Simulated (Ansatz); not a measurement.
# Static equation of state of amorphous Si0.9Ge0.1 (71 atoms)

Density of this cell: 2.60 g/cm³. The cell holds 71 atoms: 64 Si and 7 Ge. Its edges and angles: a = 10.659 Å, b = 11.842 Å, c = 11.691 Å, α = 90.2°, β = 91.0°, γ = 89.9°. The starting structure: 71 atoms (64 Si, 7 Ge) placed at random at 2.54 g/cm³, melted at 3500 K for 10 ps at fixed volume with the Tersoff potential (Tersoff, Phys. Rev. B 39, 5566 (1989)). Quenched from 3500 K to 300 K at 100 K/ps and fixed volume, held 5 ps.

Calculated with Ansatz 0.2.0: Kohn-Sham DFT, PBE, PAW (set soft_2), plane waves; cutoff 420 eV, Γ point, gaussian smearing of 0.025 eV. Cell and atoms were relaxed first, to V0 = 20.780 Å³ an atom at a residual P0 = 0.005 GPa. The cell was then scaled evenly, and the atoms were relaxed at each volume.

```
volume (Å³/atom)  pressure (GPa)
          18.702           6.493
          19.533               ?
          20.157           2.478
          21.403          -1.682
          22.027          -3.050
```

**Question.** Fit the third-order Birch–Murnaghan equation to the rows given and interpolate to the withheld row.

Worked fit:

Take the Eulerian strain f = ½[(V0/V)^(2/3) − 1] and the normalised pressure F = (P − P0) / [3f(1 + 2f)^(5/2)]. The third-order Birch–Murnaghan equation is then the line F = B0 + (3/2)B0(B′ − 4) f, so u = f and v = F.

| u = f | v = F (GPa) |
| --- | --- |
| 0.0363828 | 49.8707 |
| 0.0102571 | 76.3945 |
| -0.00975641 | 60.5361 |
| -0.0190507 | 58.8925 |

With n = 4: mean u = 0.00445817, mean v = 61.4235, Σ(u − ū)² = 0.0018075, Σ(u − ū)(v − v̄) = -0.20989. Slope b = -0.20989 / 0.0018075 = -116.12; intercept a = v̄ − b ū = 61.941.

So B0 = a = 61.9 GPa and B′ = 4 + 2b/(3a) = 2.75. At the withheld volume f = 0.02106, F = a + b f = 59.50 GPa, and P = P0 + 3f(1 + 2f)^(5/2) F.

Prediction at 19.533: 4.171 GPa. The run gave 4.795 GPa, so the fit is low by 0.62 GPa (13 % of the value).

The series isn't one smooth equation of state: even a line fitted to all rows, the withheld one included, misses F by up to 22.7 %, the count of bonds changes along the series, an atom moves over 0.5 Å in some relaxation and a scaled cell ends below the relaxed one in energy. B0 and B′ are then only the numbers of this fit, not moduli of the material. Among the rows given, the largest miss of the fit is at 18.702, by 1.0 GPa (11 % of the range of the table).

Limits: Static cells at zero temperature; the cell shape is held. The program notes that the SCF threshold of these relaxations is loose for the stress. The quench rate of 100 K/ps is many orders above laboratory rates, so the cell is likely richer in defects and strain than a real sample. The network of bonds at the start is that of the classical potential that made the cell, and needn't be the one that DFT or experiment would give. Only the Γ point is sampled, in a cell whose shortest periodic width is 11 Å.

[Logs are printed without paths, hosts, clocks, repeated set-up lines and the standing remarks that a program may print on its own settings, such as how far it seeks lower states.]

[Hosts, paths, dates, database ids (printed as entryN), source tags and the programs' standing remarks are cut or masked in the printed files.]
